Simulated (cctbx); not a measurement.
# Accept or mend?

Cell a = 5.8650 Å, b = 5.8650 Å, c = 3.3030 Å, α = 90.00°, β = 90.00°, γ = 90.00°; space group P4/mbm (no. 127).

Simulated single-crystal data (cctbx): synchrotron X-rays, λ = 0.7749 Å, to d = 0.65 Å, 50 % of the full sphere, strongest reflection 40000 counts, noise from counting, a 4 % proportional error and a noise floor of 4 counts (s.d.); no absorption.

An anisotropic refinement with weights 1/σ² prints:

```text
Rint 0.032, 140 unique reflections to 0.65 A
cycle     R1     wR2    GooF  max shift (A)
   1  0.0386  0.1325   5.998   0.00018
   2  0.0360  0.1151   5.208   0.00000
final R1 0.0360 wR2 0.1151 GooF 5.208  parameters 6  data/parameter 23.3
atom        x        y        z      Ueq    occ   su(xyz)  su(Uiso or U11)
W1     0.67751  0.82249  0.50000   0.0058  1.000  0.00008  0.0005
Fe1    0.50000  0.50000  0.00000   0.0138  1.000  0.00000  0.0011
difference map: max 16.15 min -1.74 rms 1.04
Q1    0.1096  0.3904  0.0000    4   16.82  2.38 A from Fe1
Q2    0.1827  0.6827  0.5000    4    4.41  0.04 A from W1
Q3    0.0000  0.5000  0.0000    2    1.77  2.21 A from W1
Q4    0.1888  0.6888  0.0000    4    1.25  1.65 A from W1
Q5    0.1787  0.2453  0.0000    8    1.15  1.78 A from Fe1
Q6    0.0526  0.2307  0.0000    8    1.06  1.39 A from Fe1
```

Q: Accept it or mend it, and why?

Mend it. The fault: an atom left out, C at (0.8901, 0.6099, 0). Against the right model at the same level, R1 goes from 0.0095 to 0.0360 and GooF from 1.06 to 5.21 and the top difference peak, 16.8 e/Å³, lies 2.38 Å from Fe1. Q1 is the missing atom. With scattering power missing, scale and phases suffer, so peaks may also grow on the heavy atoms.

The compound is FeW2C2. The right model at the same level gives:

```text
Rint 0.032, 140 unique reflections to 0.65 A
cycle     R1     wR2    GooF  max shift (A)
   1  0.0173  0.0651   2.990   0.00039
   2  0.0095  0.0231   1.060   0.00001
final R1 0.0095 wR2 0.0231 GooF 1.060  parameters 10  data/parameter 14.0
atom        x        y        z      Ueq    occ   su(xyz)  su(Uiso or U11)
W1     0.67758  0.82242  0.50000   0.0062  1.000  0.00002  0.0001
Fe1    0.50000  0.50000  0.00000   0.0147  1.000  0.00000  0.0002
C1     0.89034  0.60966  0.00000   0.0178  1.000  0.00063  0.0013
difference map: max 1.33 min -1.29 rms 0.29
Q1    0.2030  0.7030  0.0000    4    1.33  1.55 A from C1
Q2    0.0000  0.5000  0.0000    2    1.01  0.91 A from C1
Q3    0.1713  0.2492  0.0000    8    0.78  0.90 A from C1
Q4    0.1452  0.6452  0.3656    8    0.65  0.52 A from W1
Q5    0.0000  0.5000  0.5000    2    0.65  1.47 A from W1
Q6    0.0447  0.0991  0.1671   16    0.62  0.84 A from Fe1
```

This is a model crystal, built by substitution and not relaxed, with assumed displacement parameters.

[Middle refinement cycles are left out of these outputs.]

[Logs are printed without paths, hosts, clocks, repeated set-up lines and the standing remarks that a program may print on its own settings, such as how far it seeks lower states.]
